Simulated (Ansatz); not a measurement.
## Pt (Fm-3m, 1 atom in the cell): from the cell to its phonons

Wanted: vibrations and spectra of Pt (Fm-3m, 1 atom in the cell); the cell is already relaxed.

Program: Ansatz 0.2.0. Level of theory: DFT PBEsol, scalar-relativistic, plane waves, PAW. Results are calculated unless marked as measured.

### 1. The starting structure

The structure is cubic, space group Fm-3m (No. 225). The conventional cell has a = 3.918 Å, b = 3.918 Å, c = 3.918 Å, α = 90.00°, β = 90.00°, γ = 90.00°. Pt has 12 Pt at 2.77 Å nearest.

### 2. Response at finite wavevector

The cell comes from relaxations at this level that are not shown. Stability and thermal properties need the whole zone. Linear response on a 4×4×4 q mesh gives force constants as far as a supercell of that size would.

The input, input.yaml:

```yaml
crystal:
  lattice:
    - [0.0, 1.9588930606, 1.9588930606]
    - [1.9588930606, 0.0, 1.9588930606]
    - [1.9588930606, 1.9588930606, 0.0]
  atoms:
    - { symbol: Pt, position: [0.0, 0.0, 0.0] }
kpoints:
  mp_grid: { grid: [20, 20, 20] }
hamiltonian:
  xc: pbesol
scf:
  occupations: { method: methfessel_paxton, width: 0.2 }
output:
  eigenvalues: true
phonons:
  method: dfpt
  qmesh: [4, 4, 4]
  temperatures: { t_max: 1000, t_step: 50 }
  qpath:
    path:
      - [[0.0, 0.0, 0.0], [0.5, 0.0, 0.5], [0.625, 0.25, 0.625]]
      - [[0.375, 0.375, 0.75], [0.0, 0.0, 0.0], [0.5, 0.5, 0.5], [0.5, 0.25, 0.75], [0.5, 0.0, 0.5]]
    npoints: 10
```

Command:

```bash
ansatz run input.yaml --threads 4 --pin off --max-ram 7168MiB --backend cpu --events-out ev --progress --plain --runs-dir out
```

Numbers of over 12 decimals in the logs are rounded to 6 here.

What it wrote:

```text
Engine: ansatz 0.2.0, aarch64-unknown-linux-gnu
Pseudopotentials: kind: paw
Pseudopotential: Pt, paw, valence charge 18, recommended cutoff 420 eV (normal), Pt.paw.azcp
Functional definition: PBEsol
  exchange = pbesol_x
  correlation = pbesol_c
Crystal: 1 atoms, lattice volume = 15.034 Å³
Basis set: ecut = 420 eV, 283 PW (Γ), exchange–correlation on 40×40×40 points (8 copies of the dense FFT grid, shifted against one another)
Bands: 13, of which v1, the nominal top of the filled ones, is band 9 counted from 1 (8 counted from 0)
Symmetry: 48 space group operations
k-points: 256 of 8000
Non-local potential: Pt, projectors of the file, l = 0: 3, l = 1: 2, l = 2: 2, l = 3: 1
PAW form: soft (Blöchl's): semilocal exchange-correlation on the pseudo side does not see the compensation charge
PAW frozen core: Pt, regenerated for the run's functional, and the local potential with it (the file was generated under x = pbe(κ = 0.804, μ = 0.219515), c = pbe(β = 0.066725))
PAW one-centre angular grid: Pt, 590 points (default); XC on 64 Gauss nodes
Initial density: superposition of atomic densities (neutral atoms: chi_scale 0, normalization atom), corrected by the library's trained network
Initial wavefunctions: pseudopotential atomic-orbital guess
Functional: x = pbesol(κ = 0.804, μ = 0.123457), c = pbesol(β = 0.046)
SCF iter   1: F=—  HF=-12383.822182 eV  |F-HF|=—  |Δ(HF+E_count)|=         —  Δρ=6.57e-3  dr2=4.97e-3  ethr=1.77e-3  ⟨swp⟩=4.9  Hψ=16829  notcnv=0
preconditioner: auto → none  [metal: Δε(μ)=0.005 eV  Ē_g=14.201 eV  σ=0.200 eV  W_gap=0.02  n_scr=8 (ndim 8)  ℏωp=30.3 eV  f_vac=0.000  D(μ)=1.79/eV (n_scr^D=26)  sad-step TF]
SCF iter   2: F=—  HF=-12383.820979 eV  |F-HF|=—  |Δ(HF+E_count)|=   1.20e-3  S|Δr|=    0.00e0  Δρ=3.05e-3  dr2=9.81e-4  ethr=2.76e-5  ⟨swp⟩=1.8  Hψ=5963  notcnv=0
SCF iter   3: F=—  HF=-12383.820770 eV  |F-HF|=—  |Δ(HF+E_count)|=   2.10e-4  S|Δr|=    0.00e0  Δρ=3.78e-4  dr2=9.11e-6  ethr=5.45e-6  ⟨swp⟩=2.0  Hψ=4540  notcnv=0
SCF iter   4: F=—  HF=-12383.820774 eV  |F-HF|=—  |Δ(HF+E_count)|=   4.61e-6  S|Δr|=    0.00e0  Δρ=7.61e-5  dr2=2.26e-7  ethr=5.06e-8  ⟨swp⟩=2.6  Hψ=5511  notcnv=0
SCF iter   5: F=—  HF=-12383.820776 eV  |F-HF|=—  |Δ(HF+E_count)|=   1.98e-6  S|Δr|=    0.00e0  Δρ=9.80e-6  dr2=1.14e-8  ethr=1.26e-9  ⟨swp⟩=2.0  Hψ=5325  notcnv=0
SCF iter   6: F=—  HF=-12383.820776 eV  |F-HF|=—  |Δ(HF+E_count)|=   2.39e-9  S|Δr|=    0.00e0  Δρ=6.49e-7  dr2=1.30e-11  ethr=6.35e-11  ⟨swp⟩=2.2  Hψ=4541  notcnv=0
SCF iter   7: F=-12383.820776 eV  HF=-12383.820776 eV  |F-HF|=0.00e0  |Δ(HF+E_count)|=  3.64e-12  S|Δr|=    0.00e0  Δρ=4.50e-8  dr2=2.25e-13  ethr=1.00e-12  ⟨swp⟩=5.0  Hψ=12526  notcnv=0
SCF 1 converged in 7 iterations: F = -12383.820776 eV  dr2 = 2.25e-13
  greatest PAW one-centre occupation: 1.000 electrons in one spin orbital (limit 2), on the Pt atom at site 0 (counted from 0), in its partial waves of l = 0
NSCF: frozen V_eff on 256 k-points
NSCF: frozen V_eff on 641 k-points
DFPT response loops at q = (0, 0, 0) (fractional): preconditioner auto → Kerker (q_TF=auto, 2.811 Å⁻¹) (partly filled bands, converged f_vac=0.000); β = 1.00, the filter's whole step (`scf.mixing.beta` (0.50) is not read by the response loops under this deck's `scf.mixing.preconditioner`; to damp them name `kerker` or `kerker_dos`, under which they read `scf.mixing.beta`, and type it under 1.00, their step now; both keys bind the ground state too); Broyden in place of MSR1
NSCF: frozen V_eff on 8400 k-points
DFPT response loops at q = (0, 0, 0.25) (fractional): mixed as the last ones told, above
NSCF: frozen V_eff on 4224 k-points
DFPT response loops at q = (0, 0, -0.5) (fractional): mixed as the last ones told, above
NSCF: frozen V_eff on 4420 k-points
DFPT response loops at q = (0, 0.25, 0.25) (fractional): mixed as the last ones told, above
NSCF: frozen V_eff on 16000 k-points
DFPT response loops at q = (0, 0.25, -0.5) (fractional): mixed as the last ones told, above
NSCF: frozen V_eff on 8400 k-points
DFPT response loops at q = (0, 0.25, -0.25) (fractional): mixed as the last ones told, above
NSCF: frozen V_eff on 2332 k-points
DFPT response loops at q = (0, -0.5, -0.5) (fractional): mixed as the last ones told, above
NSCF: frozen V_eff on 4420 k-points
DFPT response loops at q = (0.25, -0.5, -0.25) (fractional): mixed as the last ones told, above
SCF converged after 7 iterations
Stability not checked: this state was not tested for a lower state beside it, because cold or Methfessel-Paxton smearing, or corrected tetrahedra, fill the levels in a way that the test cannot read (fill_not_monotonic; see scf.lower_state_search)
Free energy (F): -12383.820776 eV
Harris-Foulkes:  -12383.820776 eV  (|F-HF|=0.00e0)
Internal energy: -12383.819643 eV  (E = F + TS)
E sigma→0 (E₀):  -12383.820493 eV
Entropy (-TS):   -0.001133 eV (-1.133 meV/atom)
Fermi energy:    23.332903 eV
--- Per-component energies (eV) ---
  E_band       = -130.307741
  E_kinetic    = 638.088834
  E_local      = -1459.013623  (includes V_loc(G=0)·N_el)
  E_nonlocal   = 202.929178
  E_hartree    = 540.625506
  E_xc         = -260.491042
  E_vxc        = -302.612049  (∫ρ·V_xc dr)
  E_paw        = -9316.310300  (= ΣΔE_a)
  E_vpaw       = -290.951315  (= ΣTr[D̂ρ^β])
  E_aug_tail   = 0.000199  (compensation charges beyond the density's cutoff)
  E_ewald      = -2729.935376
  E_core_change = 0.286981  (= ΣΔE_core)
  E_smearing   = -0.001133  (= −TS)
  E_closure    = -0.000000  (closes the sum)
  Σ components = -12383.820776   (vs F -12383.820776, Δ=0.00e0)
--- Band table (eV; the first three rows and the last of 256) ---
  k-point 0: bands = [... 5 lower, 19.4910, 19.4910, 19.4910, 21.6864, 21.6864, 37.8794, 42.8307, 42.8307]
  k-point 1: bands = [... 5 lower, 19.4446, 19.5321, 19.5321, 21.6628, 21.6628, 38.0378, 42.2767, 42.9852]
  k-point 2: bands = [... 5 lower, 19.3216, 19.6430, 19.6430, 21.6081, 21.6081, 38.4788, 41.0699, 43.4375]
  k-point 255: bands = [... 5 lower, 18.7112, 18.7112, 21.2992, 23.8320, 30.4200, 31.5757, 31.5757, 35.3629]
--- Phonons (Γ-DFPT): 1 representative perturbation + reference (Σ response iterations 3) ---
  ASR residual: 5.643e-5 → 0.000e0 eV/Å²; symmetrization residual: 1.364e-12 eV/Å²
  ASR residual per site (eV/Å²): 5.64e-5
  Γ frequencies (cm⁻¹): 0.00 0.00 0.00
--- Phonons (arbitrary-q DFPT): 8 irreducible q on the 4×4×4 mesh ---
  q = [0.0000, 0.0000, 0.0000] (star 1, of the zone-centre solve; hermiticity 7.81e-9, symmetrization 2.42e-8): -0.00 -0.00 0.00
  q = [0.0000, 0.0000, 0.2500] (star 8, 1 solved perturbation on 4200 of 8000 k-point pairs; hermiticity 3.13e-13, symmetrization 5.34e-13): 55.29 55.29 134.99
  q = [0.0000, 0.0000, -0.5000] (star 4, 1 solved perturbation on 2112 of 8000 k-point pairs; hermiticity 2.39e-8, symmetrization 1.19e-8): 96.48 96.48 198.52
  q = [0.0000, 0.2500, 0.2500] (star 6, 2 solved perturbations in 3420 linear systems a pass and spin channel, the states on 2210 of 8000 k-point pairs; hermiticity 5.46e-14, symmetrization 5.55e-14): 80.94 80.94 139.23
  q = [0.0000, 0.2500, -0.5000] (star 24, 2 solved perturbations in 12200 linear systems a pass and spin channel, the states on 8000 of 8000 k-point pairs; hermiticity 7.45e-7, symmetrization 8.74e-9): 110.50 118.05 181.08
  q = [0.0000, 0.2500, -0.2500] (star 12, 2 solved perturbations in 6410 linear systems a pass and spin channel, the states on 4200 of 8000 k-point pairs; hermiticity 6.49e-14, symmetrization 6.69e-14): 75.87 115.39 167.87
  q = [0.0000, -0.5000, -0.5000] (star 3, 2 solved perturbations in 1807 linear systems a pass and spin channel, the states on 1166 of 8000 k-point pairs; hermiticity 2.45e-9, symmetrization 1.74e-9): 129.67 129.67 193.65
  q = [0.2500, -0.5000, -0.2500] (star 6, 2 solved perturbations in 3326 linear systems a pass and spin channel, the states on 2210 of 8000 k-point pairs; hermiticity 4.22e-8, symmetrization 2.11e-8): 114.22 157.31 157.31
  sum rule: each row above includes the acoustic sum rule's correction from the zone centre's row sums; it moved no ω² by more than (0.28 cm⁻¹)²
  mesh force constants: q→R imaginary residual 0.00e0; ASR residual 5.643e-5 → 0.000e0 eV/Å²; symmetrization residual 5.329e-15 eV/Å²
  interpolated dispersion: 62 rows × 3 modes
  density of states and harmonic sums: on the 28×28×28 q-mesh, interpolated from the force constants of a 4×4×4 supercell (no non-analytic term)
  largest difference from the sums on the solved wave vectors: F 1.45e-2 eV, S 1.85e-5 and C_V 4.18e-6 eV/K
  zero-point energy: 0.022717 eV/cell   skipped modes (ω ≤ 0): 3   left out of the sums: 4.56e-5 of the cell's modes: C_V's classical limit lies that fraction below 3 k_B per atom; for a crystal, a wire or a layer, F and S can be off by more, and a phonons.interpolated_qmesh denser along its periods is the remedy for the sampling
```

Wall time 2.7 min (4 threads of Arm Neoverse V1, shared host); peak memory 3.7 GiB; 10 min of CPU time.

The column dr2 measures how far the density is from self-consistency, as an energy; F and HF (Harris–Foulkes) agree once it is small.

This step gave:

| Item | Value |
| --- | --- |
| volume per atom | 15.03 Å³ |
| gap on the k-mesh | 0 eV |
| sum-rule residual before enforcement | 5.64e-5 eV/Å² |
| lowest frequency on the path | 0 cm⁻¹ |
| highest frequency on the path or at a solved wavevector | 198.5 cm⁻¹ |
| mean frequency | 122.2 cm⁻¹ |
| Debye temperature (second moment) | 240 K |
| logarithmic mean frequency | 113.9 cm⁻¹ |
| lowest mode on the q mesh (acoustic modes at Γ apart) | 55.29 cm⁻¹ |
| zero-point energy per atom | 22.72 meV |
| heat capacity at 300 K | 24.17 J/(mol atoms K) |
| vibrational entropy at 300 K | 40.43 J/(mol atoms K) |

Frequencies (cm⁻¹) solved at each irreducible wavevector; negative means imaginary. Frequencies by wavevector, by row:

```
q in reciprocal lattice units  star  mode 1  mode 2  mode 3
                        0 0 0     1       0       0       0
                     0 0 0.25     8    55.3    55.3     135
                     0 0 -0.5     4    96.5    96.5   198.5
                  0 0.25 0.25     6    80.9    80.9   139.2
                  0 0.25 -0.5    24   110.5     118   181.1
                 0 0.25 -0.25    12    75.9   115.4   167.9
                  0 -0.5 -0.5     3   129.7   129.7   193.7
              0.25 -0.5 -0.25     6   114.2   157.3   157.3
```

Interpolated from a 4×4×4 q mesh. The phonon branches at the labelled points (cm⁻¹):

```
    point  branch 1  branch 2  branch 3
        Γ         0         0         0
  halfway        81        81       139
        X       130       130       194
  halfway       127       133       188
        U       117       145       171
jump to K       117       145       171
  halfway        53        84       151
        Γ         0         0         0
  halfway        55        55       135
        L        96        96       198
  halfway       102       124       181
        W       114       157       157
  halfway       123       137       183
        X       130       130       194
```

The phonon branches as a text plot (rows in cm⁻¹):

```
    194 |           ***                         *****          **
    186 |         **   **                      *     *        *
    178 |        *       *                    *       **     *
    170 |                 *  **                         *   *
    161 |       *           *  *                         ***
    153 |                  *    *            *           * *
    145 |                **                             *   *
    136 |      *       **   *               *          *     **
    128 |           ****         *                            ***
    120 |         **    ***  **                       *     **
    112 |    **  *                         *         *   ***
    103 |                  *   *  **               ******
     95 |       *           *                   *****
     87 |   *                   *         *    *
     79 |      *             **               *
     70 |                      *    *        *
     62 |  * **                  *
     54 |                       *        *  *
     45 |   *                     **       *
     37 |                        *   *
     29 | **                      ***   * *
     21 |                           *    *
     12 | *                          *  *
      4 |*                            **
         Γ           X  U|K            Γ         L        W     X
```

Tetrahedra on a 28×28×28 mesh, mean over bins of 2 cm-1. Interpolated from a 4×4×4 q mesh. Table of phonon density of states by wavenumber; read off at these points:

```
wavenumber (cm⁻¹)  phonon density of states (1/cm⁻¹/cell)
              5.0                                  6.0e-5
             10.0                                  3.4e-4
             15.0                                  8.0e-4
             20.0                                 0.00138
             25.0                                 0.00212
             30.0                                 0.00294
             35.0                                 0.00381
             40.0                                 0.00475
             45.0                                 0.00572
             50.0                                 0.00673
             55.0                                 0.00783
             60.0                                 0.00901
             65.0                                  0.0103
             70.0                                  0.0118
             75.0                                  0.0136
             80.0                                  0.0158
             85.0                                  0.0185
             90.0                                  0.0226
             95.0                                  0.0307
             97.0                                  0.0377
            100.0                                  0.0359
            105.0                                  0.0340
            110.0                                  0.0332
            115.0                                  0.0301
            120.0                                  0.0252
            125.0                                  0.0226
            130.0                                  0.0205
            135.0                                  0.0179
            140.0                                  0.0158
            145.0                                  0.0136
            150.0                                  0.0111
            155.0                                 0.00651
            160.0                                  0.0103
            165.0                                  0.0185
            170.0                                  0.0302
            175.0                                  0.0345
            179.0                                  0.0376
            180.0                                  0.0354
            185.0                                  0.0192
            190.0                                  0.0112
            195.0                                 0.00402
```

Second derivatives of the energy by pair, one row for each kind of neighbour of each atom listed. Each entry sums the pair over the periodic images of the supercell that the q mesh stands for, and in a polar crystal it holds the long-range dipole part too. Force constants by pair, by row:

```
atom  neighbour  distance (Å)  third of the trace (eV/Å²)  along the pair's line (eV/Å²)
 Pt1     itself             0                       11.93                              –
 Pt1         Pt          2.77                      -1.008                         -3.574
 Pt1         Pt         3.918                      -0.066                        -0.3184
 Pt1         Pt         4.798                     -0.0412                        -0.1697
 Pt1         Pt         5.541                      0.2482                         0.6518
 Pt1         Pt         6.195                      0.0268                         0.0336
 Pt1         Pt         6.786                     -0.0816                        -0.0816
```

Harmonic thermodynamic functions per atom, from the density of states. Interpolated from a 4×4×4 q mesh. Thermodynamic functions, by row:

```
T (K)  F_vib (meV/atom)  S (J/mol-atom/K)  C_V (J/mol-atom/K)
    0             22.72                 0                   0
   50             21.87             5.349               10.52
  100             16.33             15.85               19.17
  200             -8.49             30.79               23.25
  300            -45.71             40.43               24.17
  400            -91.41             47.44                24.5
  500            -143.5             52.92               24.66
  600            -200.8             57.43               24.75
  700            -262.3             61.24                24.8
  800            -327.6             64.56               24.83
  900              -396             67.48               24.85
 1000            -467.3              70.1               24.87
```

Harmonic mean-square displacement, third of the trace. Interpolated from a 4×4×4 q mesh. Mean square displacements, by row:

```
T (K)  Pt1 U_eq (Å²)
    0        8.40e-4
  100        0.00177
  300        0.00478
  600        0.00946
```

Symmetry leaves 8 wavevectors to solve. The lowest mode among them, the acoustic zeros apart, lies at q = (0, 0, 0.25) and is real, 55.3 cm⁻¹.

(Part 1 of 2 ends here.)

[Logs are printed without paths, hosts, clocks, repeated set-up lines and the standing remarks that a program may print on its own settings, such as how far it seeks lower states.]

[Hosts, paths, dates, database ids (printed as entryN), source tags and the programs' standing remarks are cut or masked in the printed files.]
